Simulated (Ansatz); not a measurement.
# Mo(100) film of 5 layers: lattice stability ahead of a resistivity run, part 3 of 3

The plan: relax Mo(100) film of 5 layers, check its phonons, and, if the lattice is stable, compute its Eliashberg function and ρ(T).

Ansatz 0.2.0; DFT PBEsol, scalar-relativistic, plane waves, PAW.

So far, highest frequency, solved or plainly interpolated (cm⁻¹): step 5 (lattice stability: q 2×2×1, k 6×6×1) 280. Also lowest on path (cm⁻¹): step 5 -137.

### Step 6. Phonons: q 2×2×1, k 8×8×1

An imaginary mode on so few k-points may come from the sampling, so the phonons are repeated with another k mesh.

input.yaml reads:

```yaml
crystal:
  lattice:
    - [3.0673074507, 0.0, 0.0]
    - [0.0, 3.0673074507, 0.0]
    - [0.0, 0.0, 36.399999664]
  atoms:
    - { symbol: Mo, position: [0.0, 0.0, 0.153885501] }
    - { symbol: Mo, position: [0.5, 0.5, 0.1934849484] }
    - { symbol: Mo, position: [0.0, 0.0, 0.2376373648] }
    - { symbol: Mo, position: [0.5, 0.5, 0.2817897812] }
    - { symbol: Mo, position: [0.0, 0.0, 0.3213892286] }
  periodic: [true, true, false]
kpoints:
  mp_grid: { grid: [8, 8, 1] }
hamiltonian:
  xc: pbesol
scf:
  occupations: { method: methfessel_paxton, width: 0.2 }
output:
  eigenvalues: true
phonons:
  method: dfpt
  qmesh: [2, 2, 1]
  temperatures: { t_max: 1000, t_step: 50 }
  qpath:
    path: [[0.0, 0.0, 0.0], [0.0, 0.5, 0.0], [0.5, 0.5, 0.0], [0.0, 0.0, 0.0]]
    npoints: 10
```

The mesh is denser.

On the command line:

```
$ ansatz run input.yaml --threads 4 --pin off --max-ram 16384MiB --backend cpu --events-out ev --progress --plain --runs-dir out
```

Numbers of over 12 decimals in the logs are rounded to 6 here.

Log:

```text
[...]
Crystal: 5 atoms, lattice volume = 342.465 Å³
Basis set: ecut = 420 eV, 6713 PW (Γ), exchange–correlation on 48×48×500 points (8 copies of the dense FFT grid, shifted against one another)
Bands: 42, of which v1, the nominal top of the filled ones, is band 35 counted from 1 (34 counted from 0)
Symmetry: 16 space group operations
k-points: 15 of 64 (irreducible under 8 space group operations)
[...]
SCF iter   1: F=—  HF=-24483.020796 eV  |F-HF|=—  |Δ(HF+E_count)|=         —  Δρ=8.44e-3  dr2=1.12e0  ethr=1.77e-3  ⟨swp⟩=10.7  Hψ=3722  notcnv=0
[...]
SCF iter  13: F=-24482.959940 eV  HF=-24482.959940 eV  |F-HF|=2.07e-10  |Δ(HF+E_count)|=  8.37e-10  S|Δr|=    0.00e0  Δρ=3.43e-8  dr2=3.85e-12  ethr=1.00e-12  ⟨swp⟩=17.8  Hψ=5006  notcnv=0
SCF 1 converged in 13 iterations: F = -24482.959940 eV  dr2 = 3.85e-12
[...]
SCF converged after 13 iterations
[...]
Free energy (F): -24482.959940 eV
[...]
Internal energy: -24482.941916 eV  (E = F + TS)
E sigma→0 (E₀):  -24482.955434 eV
Entropy (-TS):   -0.018024 eV (-3.605 meV/atom)
Fermi energy:    -4.075943 eV
[...]
--- Band table (eV; the first three rows and the last of 15) ---
  k-point 0: bands = [... 31 lower, -4.9027, -4.9027, -4.3397, -4.3354, -4.1700, -4.1562, -4.0807, -4.0807, ... 3 higher]
  k-point 1: bands = [... 31 lower, -4.8949, -4.7848, -4.7745, -4.7256, -4.0362, -3.9290, -3.5042, -3.3529, ... 3 higher]
  k-point 2: bands = [... 31 lower, -5.5051, -5.1626, -5.1174, -4.8638, -3.5581, -3.4349, -3.3292, -3.2270, ... 3 higher]
  k-point 14: bands = [... 31 lower, -4.6251, -4.6251, -2.3646, -2.2980, -2.0071, -2.0071, -1.7766, -1.7152, ... 3 higher]
[...]
ASR residual: 7.862e-5 → 0.000e0 eV/Å²; symmetrization residual: 5.571e-5 eV/Å²
[...]
ASR residual per site (eV/Å²): 4.28e-5 2.59e-5 7.86e-5 4.77e-6 3.43e-5
[...]
--- Phonons (arbitrary-q DFPT): 3 irreducible q on the 2×2×1 mesh ---
[...]
interpolated dispersion: 31 rows × 15 modes
[...]
```

Run time: 8.4 min. Hardware: 4 threads of Arm Neoverse V1, shared host; peak memory 1.6 GiB.

This step gave:

```yaml
share_of_imaginary_modes_in_the_plain_interpolation_between_solved_wavevectors: 0.0842
highest_frequency_solved_or_plainly_interpolated: 284.5 cm⁻¹
```

Solved on the 2×2×1 mesh alone; all other wavevectors are interpolated. Phonon branches along the path, in cm⁻¹:

```
  point  branch 1  branch 2  branch 3  branch 4  branch 12  branch 13  branch 14  branch 15
      Γ         0         0         0        33        188        188        216        263
halfway        30        40        51        64        188        210        248        252
      X       -43        35        57        85        184        254        273        284
halfway       -71       -31        23        39        209        247        264        265
      M       -90       -90       -56       -56        241        241        258        258
halfway        22        27        43        43        211        233        239        240
      Γ         0         0         0        33        188        188        216        263
```

Lowest modes at the softest wavevector of the mesh. Modes at q = (0.500, 0.500, 0.000) (negative means imaginary):

| mode | frequency (cm⁻¹) |
| --- | --- |
| 1 | -90.3 |
| 2 | -90.3 |
| 3 | -56.4 |
| 4 | -56.4 |
| 5 | 168.5 |
| 6 | 180.9 |

Displacements in mode 1 (-90.3 cm⁻¹), the largest set to 1, in the home cell:
```
Mo1  0.00 -1.00  0.00
Mo2 -0.09  0.00  0.00
Mo3  0.00  0.00  0.00
Mo4  0.09  0.00  0.00
Mo5  0.00  1.00  0.00
```

Displacements in mode 6 (180.9 cm⁻¹), the largest set to 1, in the home cell:
```
Mo1  0.00  0.00 -1.00
Mo2  0.00  0.00  0.00
Mo3  0.00  0.00  0.00
Mo4  0.00  0.00  0.00
Mo5  0.00  0.00  1.00
```

The modes has structure finer than the step of the table below, so its rows give means over 10 cm⁻¹, whole bins alone (the curve runs from -99.4 to 302 cm⁻¹). Peaks (cm⁻¹: height): 29.5: 0.0681, 47.2: 0.0689, 183.7: 0.224, 249.4: 0.0876.

Phonopy on the run's constants, 19x19x1 mesh, Gaussian sigma 2.9 cm⁻¹. Modes against wavenumber; means over each step:

```csv
wavenumber (cm⁻¹),modes (1/cm⁻¹/cell)
-90,0.00573
-80,0.0106
-70,0.0122
-60,0.0127
-50,0.0249
-40,0.0230
-30,0.0163
-20,0.00994
-10,0.00798
0,0.00601
10,0.0121
20,0.0274
30,0.0595
40,0.0396
50,0.0626
60,0.0362
70,0.0310
80,0.0230
90,0.0114
100,0.0123
110,0.0153
120,0.0211
130,0.0289
140,0.0457
150,0.0544
160,0.0739
170,0.106
180,0.164
190,0.139
200,0.0489
210,0.0349
220,0.0423
230,0.0400
240,0.0526
250,0.0828
260,0.0623
270,0.0301
280,0.0117
290,0.00125
```

No LO-TO term; unit eigenvectors of the mass-weighted matrix. Modes at Γ:

```
mode  frequency (cm⁻¹)  symmetry
   1               0.0   unnamed
   2               0.0   unnamed
   3               0.0   unnamed
   4              32.6        Eu
   5              32.6        Eu
   6              67.0        Eg
   7              67.0        Eg
   8             137.7       A1g
   9             169.6        Eg
  10             169.6        Eg
  11             179.3       A2u
  12             188.5        Eu
  13             188.5        Eu
  14             216.2       A2u
  15             262.8       A1g
```

Displacements in mode 4 (32.6 cm⁻¹), the largest set to 1:
```
Mo1  0.07  1.00  0.00
Mo2 -0.05 -0.79  0.00
Mo3 -0.03 -0.43  0.00
Mo4 -0.05 -0.79  0.00
Mo5  0.07  1.00  0.00
```

Displacements in mode 14 (216.2 cm⁻¹), the largest set to 1:
```
Mo1  0.00  0.00 -0.47
Mo2  0.00  0.00 -0.03
Mo3  0.00  0.00  1.00
Mo4  0.00  0.00 -0.03
Mo5  0.00  0.00 -0.47
```

Among the solved wavevectors the lowest mode, translations apart, is -90.3 cm⁻¹, imaginary.

### Step 7. Results

* phonon run of the rows without a label of their own: PBEsol, q 2×2×1, k 8×8×1
* softest mode on the q mesh: -90.3 cm⁻¹ at q = (0.5, 0.5, 0)
* highest frequency, solved or plainly interpolated: 284 cm⁻¹

What this shows: The lattice is dynamically unstable at this level: a mode at q = (0.5, 0.5, 0) is imaginary, 90.3i cm⁻¹, so no harmonic coupling constant or resistivity is defined for this structure. These meshes are coarse, and single modes of a metal can move by tens of cm⁻¹ with the k mesh. The structure was built by hand as an ordered model, and its stability against other phases was not tested.

[Logs are printed without paths, hosts, clocks, repeated set-up lines and the standing remarks that a program may print on its own settings, such as how far it seeks lower states.]

[Hosts, paths, dates, database ids (printed as entryN), source tags and the programs' standing remarks are cut or masked in the printed files.]
